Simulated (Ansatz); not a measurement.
# Cl on Re(0001): change of the work function, part 3 of 5

Wanted: Δφ(θ) for Cl/Re(0001), starting from the hcp site.

Ansatz 0.2.0; plane-wave DFT, PBE, Ansatz PAW.

So far, work function, upper face (eV): step 2 (the clean slab) 4.98; step 3 (17 atoms, coverage 0.25 ML, cell 2x2) 4.49.

**4. Adsorbate added, k-mesh 6×6×1, coverage 0.5 ML**

System of this step: Cl/Re(0001). The cell holds 18 atoms: 16 Re and 2 Cl. Its edges and angles: a = 5.520 Å, b = 5.520 Å, c = 26.793 Å, α = 90.0°, β = 90.0°, γ = 60.0°. Vacuum lies along c.

Another coverage, to see how the dipoles act on each other as their distance changes.

File input.yaml:

```yaml
crystal:
  lattice:
    - [5.5199999999, 0.0, 0.0]
    - [2.76, 4.7804602288, 0.0]
    - [0.0, 0.0, 26.7925614676]
  atoms:
    - { symbol: Re, position: [0.3333333333, 0.3333333333, 0.3359141309] }
    - { symbol: Re, position: [0.0, 0.0, 0.4190976669] }
    - { symbol: Re, position: [0.3333333333, 0.3333333333, 0.5058443721] }
    - { symbol: Re, position: [0.0, 0.0, 0.5847537798] }
    - { symbol: Re, position: [0.3333333333, 0.8333333333, 0.3359141309] }
    - { symbol: Re, position: [0.0, 0.5, 0.4190976669] }
    - { symbol: Re, position: [0.3333333333, 0.8333333333, 0.5058443721] }
    - { symbol: Re, position: [0.0, 0.5, 0.5847537798] }
    - { symbol: Re, position: [0.8333333333, 0.3333333333, 0.3359141309] }
    - { symbol: Re, position: [0.5, 0.0, 0.4190976669] }
    - { symbol: Re, position: [0.8333333333, 0.3333333333, 0.5058443721] }
    - { symbol: Re, position: [0.5, 0.0, 0.5847537798] }
    - { symbol: Re, position: [0.8333333333, 0.8333333333, 0.3359141309] }
    - { symbol: Re, position: [0.5, 0.5, 0.4190976669] }
    - { symbol: Re, position: [0.8333333333, 0.8333333333, 0.5058443721] }
    - { symbol: Re, position: [0.5, 0.5, 0.5847537798] }
    - { symbol: Cl, position: [0.3333333333, 0.3333333333, 0.6640858691] }
    - { symbol: Cl, position: [0.8333333333, 0.3333333333, 0.6640858691] }
kpoints:
  mp_grid: { grid: [6, 6, 1] }
hamiltonian:
  xc: pbe
scf:
  occupations: { method: fermi_dirac, width: 0.1 }
  convergence: { dr2_threshold: 1.0e-08 }
efield:
  axis: 3
  dipole_correction: true
  ramp_position: 0.97
  ramp_width: 0.06
relax:
  f_tol: 0.02
  max_steps: 60
  constraints: [{ sites: [0, 1, 4, 5, 8, 9, 12, 13] }]
output:
  bader: true
  dos: { projected: true, e_range: [-8, 4] }
  write_potential: true
  write_density: true
  volumetric_format: npy
```

Run with:

```sh
> ansatz run input.yaml --threads 4 --pin off --max-ram 6144MiB --backend cpu --events-out ev --progress --plain --runs-dir out
```

Output:

```text
[...]
Crystal: 18 atoms, lattice volume = 707.006 Å³
Basis set: ecut = 420 eV, 13823 PW (Γ), exchange–correlation on 80×80×360 points (8 copies of the dense FFT grid, shifted against one another)
Bands: 153, of which v1, the nominal top of the filled ones, is band 127 counted from 1 (126 counted from 0)
Symmetry: 4 space group operations
[...]
k-points: 13 of 36 (time reversal used)
[...]
SCF iter   1: F=—  HF=-176042.665684 eV  |F-HF|=—  |Δ(HF+E_count)|=         —  Δρ=8.97e-3  dr2=1.30e1  ethr=1.77e-3  p=0.063 e·Å  D=1.61e-2 V/Å  ΔV_dip=-0.43 eV  dr2_dipole=5.59e0  V_vac-E_F(+/−)=4.83/5.26 eV  ⟨swp⟩=9.2  Hψ=9672  notcnv=0  defer=2
[...]
SCF iter  10: F=-176042.460069 eV  HF=-176042.460069 eV  |F-HF|=9.34e-9  |Δ(HF+E_count)|=   2.89e-8  Δρ=4.62e-7  dr2=1.91e-9  ethr=3.94e-12  p=0.011 e·Å  D=2.93e-3 V/Å  ΔV_dip=-0.08 eV  dr2_dipole=1.96e-10  V_vac-E_F(+/−)=5.01/5.09 eV  ⟨swp⟩=13.8  Hψ=14749  notcnv=0
SCF 1 converged in 10 iterations: F = -176042.460069 eV  dr2 = 1.91e-9
[...]
relax step   1: F+E_penalty+E_count = -176042.46006873 eV  Δ(F+E_penalty+E_count) = +0.000e0 eV  max|allowed force component| = 1.112e0 eV/Å  Δτ_max = 0.0000 Å  (10 SCF iters, accepted)
[...]
SCF iter  10: F=-176042.804854 eV  HF=-176042.804854 eV  |F-HF|=1.59e-8  |Δ(HF+E_count)|=   3.94e-8  Δρ=4.84e-7  dr2=1.46e-9  ethr=3.94e-12  p=0.124 e·Å  D=3.16e-2 V/Å  ΔV_dip=-0.85 eV  dr2_dipole=3.20e-13  V_vac-E_F(+/−)=4.27/5.11 eV  ⟨swp⟩=13.3  Hψ=14523  notcnv=0
SCF 2 converged in 10 iterations: F = -176042.804854 eV  dr2 = 1.46e-9
relax step   2: F+E_penalty+E_count = -176042.80485370 eV  Δ(F+E_penalty+E_count) = -3.448e-1 eV  max|allowed force component| = 4.430e-1 eV/Å  Δτ_max = 0.1938 Å  (10 SCF iters, accepted)
[...]
SCF iter   9: F=-176042.819352 eV  HF=-176042.819352 eV  |F-HF|=8.00e-9  |Δ(HF+E_count)|=   3.94e-8  Δρ=3.89e-7  dr2=1.63e-9  ethr=3.94e-12  p=0.138 e·Å  D=3.54e-2 V/Å  ΔV_dip=-0.95 eV  dr2_dipole=3.26e-12  V_vac-E_F(+/−)=4.16/5.11 eV  ⟨swp⟩=12.6  Hψ=14214  notcnv=0
SCF 3 converged in 9 iterations: F = -176042.819352 eV  dr2 = 1.63e-9
relax step   3: F+E_penalty+E_count = -176042.81935197 eV  Δ(F+E_penalty+E_count) = -1.450e-2 eV  max|allowed force component| = 1.926e-1 eV/Å  Δτ_max = 0.0745 Å  (9 SCF iters, accepted)
[...]
relax step   4: F+E_penalty+E_count = -176042.82822393 eV  Δ(F+E_penalty+E_count) = -8.872e-3 eV  max|allowed force component| = 3.805e-2 eV/Å  Δτ_max = 0.0334 Å  (8 SCF iters, accepted)
[...]
relax step   5: F+E_penalty+E_count = -176042.82872996 eV  Δ(F+E_penalty+E_count) = -5.060e-4 eV  max|allowed force component| = 2.066e-2 eV/Å  Δτ_max = 0.0110 Å  (6 SCF iters, accepted)
SCF iter   1: F=—  HF=-176042.828182 eV  |F-HF|=—  |Δ(HF+E_count)|=         —  Δρ=1.03e-4  dr2=9.55e-5  ethr=1.11e-7  p=0.134 e·Å  D=3.44e-2 V/Å  ΔV_dip=-0.92 eV  dr2_dipole=1.86e-5  V_vac-E_F(+/−)=4.19/5.11 eV  ⟨swp⟩=3.2  Hψ=4723  notcnv=0
[...]
SCF iter   5: F=-176042.828810 eV  HF=-176042.828810 eV  |F-HF|=3.78e-8  |Δ(HF+E_count)|=   4.04e-8  Δρ=9.46e-7  dr2=7.28e-9  ethr=3.94e-12  p=0.135 e·Å  D=3.45e-2 V/Å  ΔV_dip=-0.92 eV  dr2_dipole=3.79e-10  V_vac-E_F(+/−)=4.19/5.11 eV  ⟨swp⟩=9.5  Hψ=15890  notcnv=0
SCF 6 converged in 5 iterations: F = -176042.828810 eV  dr2 = 7.28e-9
relax step   6: F+E_penalty+E_count = -176042.82880957 eV  Δ(F+E_penalty+E_count) = -7.961e-5 eV  max|allowed force component| = 4.201e-3 eV/Å  Δτ_max = 0.0028 Å  (5 SCF iters, accepted)
[...]
SCF converged after 5 iterations
Free energy (F): -176042.828810 eV
[...]
Internal energy: -176042.457237 eV  (E = F + TS)
E sigma→0 (E₀):  -176042.643023 eV
Entropy (-TS):   -0.371572 eV (-20.643 meV/atom)
Fermi energy:    5.610416 eV
Dipole field:    D = 0.034484 V/Å  (p = 0.134735 e·Å, saw-weighted, corrected)
Work function:   Φ+ = 4.1886 eV   Φ− = 5.1125 eV
[...]
--- Forces (eV/Å), atoms counted from 1 ---
  atom   1  Re     0.00000000     0.01374005     1.26183228
  atom   2  Re     0.00000000     0.06782355    -1.23235294
  atom   3  Re    -0.00000000    -0.00238086    -0.00126537
  atom   4  Re     0.00000000     0.00420150    -0.00212070
  atom   5  Re    -0.00000000    -0.02590947     1.24414968
  atom   6  Re    -0.00000000    -0.05571774    -1.27335170
  atom   7  Re    -0.00000000    -0.00117393    -0.00062209
  atom   8  Re    -0.00000000    -0.00105619     0.00281390
  atom   9  Re     0.00000000     0.01374005     1.26183228
  atom  10  Re     0.00000000     0.06782355    -1.23235294
  atom  11  Re    -0.00000000    -0.00238086    -0.00126537
  atom  12  Re     0.00000000     0.00420150    -0.00212070
  atom  13  Re    -0.00000000    -0.02590947     1.24414968
  atom  14  Re    -0.00000000    -0.05571774    -1.27335170
  atom  15  Re    -0.00000000    -0.00117393    -0.00062209
  atom  16  Re    -0.00000000    -0.00105619     0.00281390
  atom  17  Cl     0.00000000     0.00048435     0.00094382
  atom  18  Cl     0.00000000     0.00048435     0.00094382
  max |Σ_I F_I| component: 5.38e-5 eV/Å
--- Band table (eV; the first three rows and the last of 13) ---
  k-point 0: bands = [... 123 lower, 5.5680, 6.0433, 6.1201, 6.3480, 6.4409, 6.9495, 7.2076, 7.2898, ... 22 higher]
  k-point 1: bands = [... 123 lower, 5.4219, 5.5858, 5.7039, 6.2589, 6.3235, 6.3458, 6.4821, 6.5494, ... 22 higher]
  k-point 2: bands = [... 123 lower, 5.1429, 5.1480, 5.1684, 5.1862, 5.3643, 5.5181, 6.1431, 6.2324, ... 22 higher]
  k-point 12: bands = [... 123 lower, 5.0981, 5.2868, 5.3186, 5.3297, 5.7259, 5.7483, 5.9393, 6.0896, ... 22 higher]
--- Relaxed structure (6 steps of the walk, 6 accepted, 0 SCFs on fresh bases) ---
  F+E_penalty+E_count = -176042.82880957 eV   max|allowed force component| = 4.201e-3 eV/Å
  atoms:
    - { symbol: Re, position: [0.333333, 0.333333, 0.3359141309] }
    - { symbol: Re, position: [-1.773273e-17, 0.0, 0.419098] }
    - { symbol: Re, position: [0.333823, 0.332353, 0.506646] }
    - { symbol: Re, position: [0.0043101, -0.0086202, 0.584188] }
    - { symbol: Re, position: [0.333333, 0.8333333333, 0.3359141309] }
    - { symbol: Re, position: [0.0, 0.5, 0.419098] }
    - { symbol: Re, position: [0.333582, 0.832836, 0.505467] }
    - { symbol: Re, position: [-0.00525456, 0.510509, 0.586387] }
    - { symbol: Re, position: [0.833333, 0.333333, 0.3359141309] }
    - { symbol: Re, position: [0.5, 0, 0.419098] }
    - { symbol: Re, position: [0.833823, 0.332353, 0.506646] }
    - { symbol: Re, position: [0.504310, -0.0086202, 0.584188] }
    - { symbol: Re, position: [0.833333, 0.8333333333, 0.3359141309] }
    - { symbol: Re, position: [0.5, 0.5, 0.419098] }
    - { symbol: Re, position: [0.833582, 0.832836, 0.505467] }
    - { symbol: Re, position: [0.494745, 0.510509, 0.586387] }
    - { symbol: Cl, position: [0.340317, 0.319366, 0.656025] }
    - { symbol: Cl, position: [0.840317, 0.319366, 0.656025] }
--- Bader charges: 18 sites ---
  site symbol  charge [e]  shift [e]
     0     Re     -0.0679     0.0001
     1     Re      0.0527     0.0001
     2     Re      0.0896     0.0003
     3     Re      0.1399     0.0002
     4     Re     -0.0691     0.0001
     5     Re      0.0550     0.0001
     6     Re      0.0695     0.0002
     7     Re      0.2196     0.0005
     8     Re     -0.0679     0.0001
     9     Re      0.0527     0.0001
    10     Re      0.0896     0.0003
    11     Re      0.1399     0.0002
    12     Re     -0.0691     0.0001
    13     Re      0.0550     0.0001
    14     Re      0.0695     0.0002
    15     Re      0.2196     0.0005
    16     Cl     -0.4893     0.0002
    17     Cl     -0.4893     0.0002
  estimated error of the sums over rays = 6.6e-4 e
```

Wall time 8.1 min (4 threads of AMD EPYC 7R43, shared host); peak memory 3 GiB.

This run has no spin polarisation, although Re can carry a moment.

The steps of the relaxation:

```csv
step,energy less that of the first step (eV),largest force component (eV/Å)
1,0.0000,1.1119
2,-0.3448,0.4430
3,-0.3593,0.1926
4,-0.3682,0.0380
5,-0.3687,0.0207
6,-0.3687,0.0042
```

Forces are held to the 4 operations that the program found; a distortion that breaks them can't arise in this run.

The atoms that moved most (Å):

| atom | dx | dy | dz | length |
| --- | --- | --- | --- | --- |
| Cl18 | 0.000 | -0.067 | -0.216 | 0.226 |
| Cl17 | 0.000 | -0.067 | -0.216 | 0.226 |
| Re8 | 0.000 | 0.050 | 0.044 | 0.067 |
| Re16 | 0.000 | 0.050 | 0.044 | 0.067 |
| Re12 | 0.000 | -0.041 | -0.015 | 0.044 |
| Re4 | 0.000 | -0.041 | -0.015 | 0.044 |
| Re3 | 0.000 | -0.005 | 0.021 | 0.022 |
| Re11 | 0.000 | -0.005 | 0.021 | 0.022 |

Final coordinates:

```
Re Cl
1.0
     5.52000    0.00000    0.00000
     2.76000    4.78046    0.00000
     0.00000    0.00000   26.79256
Re Cl
16 2
Direct
  0.33333 0.33333 0.33591
  0.00000 0.00000 0.41910
  0.33382 0.33235 0.50665
  0.00431 0.99138 0.58419
  0.33333 0.83333 0.33591
  0.00000 0.50000 0.41910
  0.33358 0.83284 0.50547
  0.99475 0.51051 0.58639
  0.83333 0.33333 0.33591
  0.50000 0.00000 0.41910
  0.83382 0.33235 0.50665
  0.50431 0.99138 0.58419
  0.83333 0.83333 0.33591
  0.50000 0.50000 0.41910
  0.83358 0.83284 0.50547
  0.49475 0.51051 0.58639
  0.34032 0.31937 0.65602
  0.84032 0.31937 0.65602
```

This step gave:

| Item | Value |
| --- | --- |
| energy at zero smearing | -176042.6430 eV |
| work function, upper face | 4.189 eV |
| work function, lower face | 5.113 eV |
| dipole along the normal | 0.1347 e·Å |
| step between the vacuum levels | -0.9239 eV |

The density of states has structure finer than the step of the table below, so its rows give means over 0.25 eV. Peaks (eV: height): -2.440: 31.1, -2.320: 36.8, -1.560: 33.3, -1.440: 36.7, -1.260: 32.6, -1.140: 31.5, -0.330: 47.6.

The density of states by energy, zero at the Fermi level; means over each step:

```
energy (eV)  density of states (states/eV a cell)
      -7.75                                  4.11
      -7.50                                  4.01
      -7.25                                  4.41
      -7.00                                  7.58
      -6.75                                  8.06
      -6.50                                  8.27
      -6.25                                  9.88
      -6.00                                  11.3
      -5.75                                  13.1
      -5.50                                  14.3
      -5.25                                  14.5
      -5.00                                  18.7
      -4.75                                  18.1
      -4.50                                  16.7
      -4.25                                  15.7
      -4.00                                  15.9
      -3.75                                  16.7
      -3.50                                  12.0
      -3.25                                  16.8
      -3.00                                  16.5
      -2.75                                  7.81
      -2.50                                  18.9
      -2.25                                  22.7
      -2.00                                  19.4
      -1.75                                  18.2
      -1.50                                  28.4
      -1.25                                  28.2
      -1.00                                  20.1
      -0.75                                  19.1
      -0.50                                  19.9
      -0.25                                  22.8
       0.00                                  10.3
       0.25                                  8.23
       0.50                                  11.8
       0.75                                  16.7
       1.00                                  11.8
       1.25                                  11.9
       1.50                                  16.2
       1.75                                  15.6
```

Projected DOS per atom over height of the atomic layer and energy from the Fermi level. Layers: Re4 Re4 Re4 Re4 Cl2 from below.

Ten even steps from '_' (0.06 states/eV) to '@' (2.23 states/eV), each cell a mean:
```
==--::==__
==::::--__
==::::--__
::::..::__
----::::__
##**====__
**==++++__
@@++**##__
++--==++__
**++++++__
::::::::..
======--..
====--::..
--====--::
----====--
--++==--::
::====::--
..::::::==
__......++
______::##
______..--
________--
```
Columns: height of the atomic layer (Å) from 9 to 17.6 (not evenly spaced); rows upwards: energy from the Fermi level (eV) from -7.96 to 1.95.

The relaxation took 6 steps and lowered the energy by 0.37 eV; the largest force on the free atoms ends at 0.0042 eV/Å.

The covered face has 4.19 eV, -0.79 eV against the clean one; the bare back face has moved by -0.02 eV, a measure of how thin the slab is.

**5. The covered slab, k-mesh 12×12×1, coverage 1 ML**

System of this step: Cl/Re(0001). The cell holds 5 atoms: 4 Re and 1 Cl. Its edges and angles: a = 2.760 Å, b = 2.760 Å, c = 26.793 Å, α = 90.0°, β = 90.0°, γ = 60.0°. Vacuum lies along c.

Another coverage, to see how the dipoles act on each other as their distance changes.

input.yaml, the sections that differ from step 4:

```yaml
crystal:
  lattice:
    - [2.76, 0.0, 0.0]
    - [1.38, 2.3902301144, 0.0]
    - [0.0, 0.0, 26.7925614676]
  atoms:
    - { symbol: Re, position: [0.6666666667, 0.6666666667, 0.3359141309] }
    - { symbol: Re, position: [0.0, 0.0, 0.4190976669] }
    - { symbol: Re, position: [0.6666666667, 0.6666666667, 0.5058443721] }
    - { symbol: Re, position: [0.0, 0.0, 0.5847537798] }
    - { symbol: Cl, position: [0.6666666667, 0.6666666667, 0.6640858691] }
kpoints:
  mp_grid: { grid: [12, 12, 1] }
relax:
  f_tol: 0.02
  max_steps: 60
  constraints: [{ sites: [0, 1] }]
output:
  bader: true
  write_potential: true
  write_density: true
  volumetric_format: npy
# hamiltonian, scf, efield: as in step 4
```

Output:

```text
[...]
Crystal: 5 atoms, lattice volume = 176.751 Å³
Basis set: ecut = 420 eV, 3455 PW (Γ), exchange–correlation on 40×40×360 points (8 copies of the dense FFT grid, shifted against one another)
Bands: 41, of which v1, the nominal top of the filled ones, is band 34 counted from 1 (33 counted from 0)
Symmetry: 6 space group operations
[...]
- { symbol: Re, position: [-2.142617e-17, -2.220446e-17, 0.585837] }
    - { symbol: Cl, position: [0.666667, 0.666667, 0.658270] }
--- Bader charges: 5 sites ---
  site symbol  charge [e]  shift [e]
     0     Re     -0.0691     0.0001
     1     Re      0.0520     0.0001
     2     Re      0.0840     0.0003
     3     Re      0.3555     0.0002
     4     Cl     -0.4224     0.0000
  estimated error of the sums over rays = 4.7e-4 e
[key lines of the parts left out:]
SCF converged after 8 iterations
Free energy (F): -44550.133849 eV
Fermi energy:    6.296102 eV
Dipole field:    D = 0.036897 V/Å  (p = 0.036041 e·Å, saw-weighted, corrected)
Work function:   Φ+ = 4.0890 eV   Φ− = 5.0776 eV
```

Elapsed: 31 s, on 4 threads; peak memory 0.55 GiB; 1.9 min of CPU time.

Relaxation path:

| step | energy less that of the first step (eV) | largest force component (eV/Å) |
| --- | --- | --- |
| 1 | 0.0000 | 1.5579 |
| 2 | -0.1278 | 0.7006 |
| 3 | -0.1372 | 0.1519 |
| 4 | -0.1392 | 0.0186 |

The run keeps the 6 symmetry operations that the program found, so distortions that break them were not tested.

The atoms that moved most (Å):

```
atom     dx     dy      dz  length
 Cl5  0.000  0.000  -0.156   0.156
 Re4  0.000  0.000   0.029   0.029
```

The relaxation took 4 steps and lowered the energy by 0.14 eV; the largest force on the free atoms ends at 0.019 eV/Å.

The covered face has 4.09 eV, -0.89 eV against the clean one; the bare back face has moved by -0.05 eV, a measure of how thin the slab is.

**6. Work function against coverage**

This step: plane-wave DFT, PBE, Ansatz PAW; work function against coverage (Ansatz 0.2.0).

The runs are now put side by side.

Numbers from this step:

| Quantity | Value |
| --- | --- |
| work function of the clean face | 4.977 eV |
| largest change of the work function | -0.8878 eV |

Work function of the covered face against coverage:

| coverage (adsorbates/nm²) | work function of the covered face (eV) |
| --- | --- |
| 0.00 | 4.98 |
| 3.79 | 4.49 |
| 7.58 | 4.19 |
| 15.16 | 4.09 |

The dipole per adsorbate comes from the change of the cell's dipole. Coverage, by row:

| coverage (1/nm²) | coverage (ML) | work function (eV) | change (eV) | dipole per adsorbate, positive end outwards (debye) | mean height of the added atoms over the highest substrate atom (Å) |
| --- | --- | --- | --- | --- | --- |
| 3.79 | 0.25 | 4.487 | -0.49 | 0.338 | 1.903 |
| 7.579 | 0.5 | 4.189 | -0.7882 | 0.27 | 1.866 |
| 15.16 | 1 | 4.089 | -0.8878 | 0.146 | 1.941 |

(Part 3 of 5 ends here.)

[Long decimals in the printed logs are rounded to 6 places.]

[Logs are printed without paths, hosts, clocks, repeated set-up lines and the standing remarks that a program may print on its own settings, such as how far it seeks lower states.]

[Hosts, paths, dates, database ids (printed as entryN), source tags and the programs' standing remarks are cut or masked in the printed files.]

[Maps of the electrostatic potential energy from Ansatz leave out the sawtooth potential of an applied field or a dipole correction, so their vacuum need not be flat; planar profiles and work functions include it.]

[The density of states shown here was stored with 400 of the rows of the run's finer table, so its peaks can read low, often by over a quarter, or be missed, and its means over a window can be off by a tenth or more.]
